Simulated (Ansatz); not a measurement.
# NaCu2Ni2Sb2, from a guessed structure to a relaxed one, part 2 of 2

Starting from a made-up structure for NaCu2Ni2Sb2, the aim is the relaxed cell, its shortest contacts and, where a second run follows, its electronic structure.

Ansatz 0.2.0; DFT, PBE, plane-wave PAW, files of the set soft_1, scalar-relativistic, ferromagnetic start, cell and ions relaxed at zero pressure; PAW set soft_1 (the session's first sound run).

So far: The structure; Relaxing cell and atoms. The relaxed cell has a = 4.127, c = 26.522 Å (conventional setting).

## 3. Electronic structure of the relaxed cell

With the geometry fixed, one more self-consistent run, with a narrower smearing and the mesh shown in its input, gives the bands, and its pressure, and its forces where symmetry allows any, show how far the geometry depends on these settings.

This step: DFT, PBE, plane-wave PAW, files of the set soft_1, scalar-relativistic, no spin, bands and density of states at the relaxed cell; PAW set soft_1 (Ansatz 0.2.0).

input.yaml reads:

```yaml
crystal:
  lattice:
    - [2.0637491055, 1.1915061018, 8.8408020571]
    - [-2.0637491055, 1.1915061018, 8.8408020571]
    - [0.0, -2.3830122031, 8.8408020571]
  atoms:
    - { symbol: Sb, position: [0.2487499313, 0.2487499313, 0.2487499313] }
    - { symbol: Sb, position: [0.7512500687, 0.7512500687, 0.7512500687] }
    - { symbol: Cu, position: [0.1486754379, 0.1486754379, 0.1486754379] }
    - { symbol: Cu, position: [0.8513245621, 0.8513245621, 0.8513245621] }
    - { symbol: Ni, position: [0.4527724612, 0.4527724612, 0.4527724612] }
    - { symbol: Ni, position: [0.5472275388, 0.5472275388, 0.5472275388] }
    - { symbol: Na, position: [0.0, 0.0, 0.0] }
kpoints:
  mp_grid: { grid: [10, 10, 10] }
  band_path:
    path:
      - [[0.0, 0.0, 0.0], [0.5, 0.0, 0.0], [0.5, 0.17877594, -0.17877594]]
      - [[0.82122406, 0.5, 0.17877594], [0.5, 0.5, 0.5], [0.0, 0.0, 0.0], [0.33938797, 0.0, -0.33938797]]
      - [[0.66061203, 0.33938797, 0.0], [0.5, 0.5, 0.0], [0.66061203, 0.66061203, 0.17877594], [0.5, 0.5, 0.5]]
      - [[0.5, 0.0, 0.0], [0.82122406, 0.33938797, 0.33938797]]
    npoints: 8
scf:
  occupations: { method: fermi_dirac, width: 0.03 }
  n_extra_bands: 11
hamiltonian:
  xc: pbe
  pseudopotentials: { kind: paw, azcp: { folder: soft_1 } }
output:
  forces: true
  stress: true
  write_bands: true
  dos: { projected: true }
  write_density: true
  write_potential: true
  elf: true
  volumetric_format: npy
```

Command:

```console
ansatz run input.yaml --threads 4 --pin off --max-ram 10240MiB --backend cpu --events-out ev --progress --plain --runs-dir out
```

Numbers of over 12 decimals in the logs are rounded to 6 here.

Output:

```text
[...]
Crystal: 7 atoms, lattice volume = 130.436 Å³
Basis set: ecut = 420 eV, 2531 PW (Γ), FFT grids on a1−a2, a2, −a2+a3, exchange–correlation on 60×128×60 points (8 copies of the dense FFT grid, shifted against one another)
Bands: 68, of which v1, the nominal top of the filled ones, is band 57 counted from 1 (56 counted from 0)
Symmetry: 12 space group operations
[...]
k-points: 116 of 1000
[...]
SCF iter   1: F=—  HF=-39396.707020 eV  |F-HF|=—  |Δ(HF+E_count)|=         —  Δρ=3.34e-1  dr2=1.29e2  ethr=3.10e-3  ⟨swp⟩=6.2  Hψ=29793  notcnv=0  defer=12
[...]
SCF iter  12: F=-39386.348622 eV  HF=-39386.348622 eV  |F-HF|=2.53e-8  |Δ(HF+E_count)|=   6.14e-8  Δρ=5.20e-6  dr2=2.67e-8  ethr=8.85e-11  ⟨swp⟩=14.2  Hψ=62055  notcnv=0
SCF 1 converged in 12 iterations: F = -39386.348622 eV  dr2 = 2.67e-8
[...]
NSCF: frozen V_eff on 76 k-points
SCF converged after 12 iterations
Free energy (F): -39386.348622 eV
[...]
Internal energy: -39386.336086 eV  (E = F + TS)
E sigma→0 (E₀):  -39386.342354 eV
Entropy (-TS):   -0.012536 eV (-1.791 meV/atom)
Fermi energy:    11.248105 eV
[...]
--- Forces (eV/Å), atoms counted from 1 ---
  atom   1  Sb     0.00000000    -0.00000000    -0.03406389
  atom   2  Sb    -0.00000000     0.00000000     0.03406389
  atom   3  Cu     0.00000000    -0.00000000    -0.02096347
  atom   4  Cu     0.00000000     0.00000000     0.02096347
  atom   5  Ni     0.00000000     0.00000000     0.01197926
  atom   6  Ni     0.00000000    -0.00000000    -0.01197926
  atom   7  Na     0.00000000     0.00000000     0.00000000
  max |Σ_I F_I| component: 6.94e-18 eV/Å
--- Stress (GPa, compression-positive) ---
        0.114995       0.000000       0.000000
        0.000000       0.114995      -0.000000
        0.000000      -0.000000      -0.190867
  P = ⅓ Tr σ = 0.0130 GPa (0.130 kbar)
--- Band table (eV; the first three rows and the last of 116) ---
  k-point 0: bands = [... 53 lower, 11.5576, 11.7673, 13.1565, 13.1565, 13.1995, 13.1995, 14.3324, 14.8076, ... 7 higher]
  k-point 1: bands = [... 53 lower, 11.4604, 11.8822, 12.2795, 12.5736, 12.7016, 13.0521, 14.7833, 15.0009, ... 7 higher]
  k-point 2: bands = [... 53 lower, 11.0546, 11.3040, 11.6426, 11.9167, 12.3845, 12.6619, 14.1829, 14.7017, ... 7 higher]
  k-point 115: bands = [... 53 lower, 10.9827, 13.0571, 13.0571, 13.2950, 13.2950, 14.0790, 14.1713, 14.7787, ... 7 higher]
```

It took 27 s on 4 threads of Arm Neoverse V2, shared host; peak memory 1.1 GiB.

This step gave:

- free energy: -39386.3486 eV
- energy at zero smearing: -39386.3424 eV
- smearing term TS: 0.01254 eV
- Fermi energy: 11.25 eV
- pressure: 0.01304 GPa

bands.tsv at the labelled points (eV, zero at the Fermi level; the bands that come nearest the Fermi level along the path):

```
point  band 54  band 55  band 56  band 57  band 58  band 59  band 60  band 61
    Γ     0.31     0.52     1.91     1.91     1.95     1.95     3.08     3.56
    L    -1.15    -0.88    -0.76    -0.75     0.79     1.21     2.92     2.95
   B1    -0.82    -0.82    -0.74    -0.37    -0.28     0.18     2.11     3.27
    B    -0.82    -0.82    -0.74    -0.37    -0.28     0.18     2.11     3.27
    Z    -0.27     1.81     1.81     2.05     2.05     2.83     2.92     3.53
    Γ     0.31     0.52     1.91     1.91     1.95     1.95     3.08     3.56
    X    -0.82    -0.82    -0.74    -0.38    -0.30     0.22     2.23     3.01
    Q    -0.82    -0.82    -0.74    -0.38    -0.30     0.22     2.23     3.01
    F    -1.16    -0.91    -0.77    -0.53     0.22     0.89     2.19     2.96
   P1    -1.13    -0.90    -0.76    -0.59     0.39     0.87     2.40     2.98
    Z    -0.27     1.81     1.81     2.05     2.05     2.83     2.92     3.53
    L    -1.15    -0.88    -0.76    -0.75     0.79     1.21     2.92     2.95
    P    -1.13    -0.90    -0.76    -0.59     0.39     0.87     2.40     2.98
```

ELF in the ac plane of the cell as run, not the conventional one, at fractional y = 0.000, with atoms of Na within 0.2 Å of it. It is the smooth field of the valence electrons, not physical close to the nuclei.

Ten even steps from '0' (0.02) to '9' (0.62), each cell a mean:
```
66830124443223222223210038
77872024555433322222221003
27896103666654422222221100
01588301577666542222222110
10024410378766654222222221
22100100058876666422222222
34431000026986656642222223
35565310003898655664222222
34667763101489865566432222
24567888520148986556653222
23566789963114898766665322
33456667997311489876666433
23346666789841137997666532
22235665668984113689876642
22223566556898410147877653
22222346655689830002577654
32222224665568972000024554
32222222466667885100001233
22222222246666787400221012
11222222224566677620266300
00112222222456667641059861
20012222222344566652017887
73001222222233344543103877
58300123322223223343200385
```
Columns run along a (9.2 Å), rows up along c (9.2 Å). Atoms in or near the plane, at fractional coordinates: Na at (0.00, 0.00).

Electrostatic potential energy in the ac plane of the cell as run, not the conventional one, at fractional y = 0.000, with atoms of Na within 0.2 Å of it. With pseudopotentials it is smooth inside the atoms' cores, unlike the true potential.

Values in eV, 13 rows by 16 columns, each cell a mean:
```
-33 -28   4  12  13  12  11  11  11   5   0   8  13  14  11  -6
  3 -20 -15   8  12  12  10  10  11  10  -8 -20  -1  12  14  12
 13  10   4   6  10  12  10   5   4  10   9 -15 -31  -8  11  14
 13  13  12  10  10  12  12   8  -3  -5   6   9  -9 -28  -8  11
 11  11  11  12  12  12  13  13   7  -7 -10   4  10   2 -10   2
 10  11   8   7  10  13  13  14  13   9  -3  -8   4  11  10   7
 10  12  10   2  -2   6  12  14  14  13  11   4   1   7  11  11
  6   5  11   9  -3 -10   2  11  13  13  13  12   9   8  10  11
  8 -10 -11   7   9  -3 -11   0  11  13  12  12  12  12  12  12
 13   5 -23 -26   1  10   3  -4   3  11  12  10   9  10  12  13
 13  13   6 -21 -28  -1  11   8   5   8  12  11   7  -1   4  11
  9  13  14  10  -8 -15   4  12  11  10  11  12  11  -3 -30 -14
-25   5  13  14  12   6   4   9  10  10  11  13  13  11 -10 -35
```
Columns run along a (9.2 Å; values clipped at the 3rd and 97th percentile), rows up along c (9.2 Å). Atoms in or near the plane, at fractional coordinates: Na at (0.00, 0.00).

Valence density in the ac plane of the cell as run, not the conventional one, at fractional y = 0.000, with atoms of Na within 0.2 Å of it. It is the smooth field of the valence electrons, not physical close to the nuclei.

Ten steps, logarithmic in the rise over the least value, from '0' (0 e/Å³) to '9' (19 e/Å³), each cell a mean:
```
99610000111111122210000027
69851000011111123321000001
15763000011111113453100000
00343100011111112466421000
00012100001122211246642100
00000000000122221124664210
00000000000112322112466421
11000000000012233211235431
11111000000001223321112332
11111110000000122332111222
11112211000000012232211112
11112222110000001122221111
11111222211000000012221111
22111123322100000001111111
22321112332210000000111111
12443111233221000000001111
11355421123321100000000000
01246642112222110000000000
00125764211222210000110000
00012566421112211000122100
00001245531111111000025531
10000013442111111100014785
61000001232211111100001699
96100000112211111110000279
```
Columns run along a (9.2 Å), rows up along c (9.2 Å). Atoms in or near the plane, at fractional coordinates: Na at (0.00, 0.00).

## 4. Summary of results

* space group, relaxed: R-3m
* conventional cell: a = 4.127, b = 4.127, c = 26.522 Å; α = 90.0°, β = 90.0°, γ = 120.0°
* volume per atom: 18.63 Å³ (guess 18.03)
* total moment: 0.00 μB in the cell of 7 atoms

NaCu2Ni2Sb2 relaxes to R-3m with a = 4.127, b = 4.127 and c = 26.522 Å. The guessed volume was 3 % too small. The space group R-3m was held in the relaxation, so the end point is a stationary structure within it and may be a saddle against distortions or other arrangements. The moments died out from this one start and weren't seeded again at the relaxed cell. Bands cross the Fermi level, so it is a metal or semimetal at this level. The electron count is odd, which forces that without spin polarisation or a larger cell. On the 10×10×10 mesh with the narrower smearing (relaxed on 8×8×8) the largest force component is 0.034 eV/Å and the largest stress component is 0.191 GPa, against the relaxation's thresholds of 0.015 eV/Å and 0.05 GPa. The cutoff wasn't tested. Spin-orbit coupling is left out, which can matter for elements this heavy. No dispersion term is used, so weakly bound directions may come out too long. Nothing here tests whether the compound is stable against decomposition.

[Logs are printed without paths, hosts, clocks, repeated set-up lines and the standing remarks that a program may print on its own settings, such as how far it seeks lower states.]

[Hosts, paths, dates, database ids (printed as entryN), source tags and the programs' standing remarks are cut or masked in the printed files.]
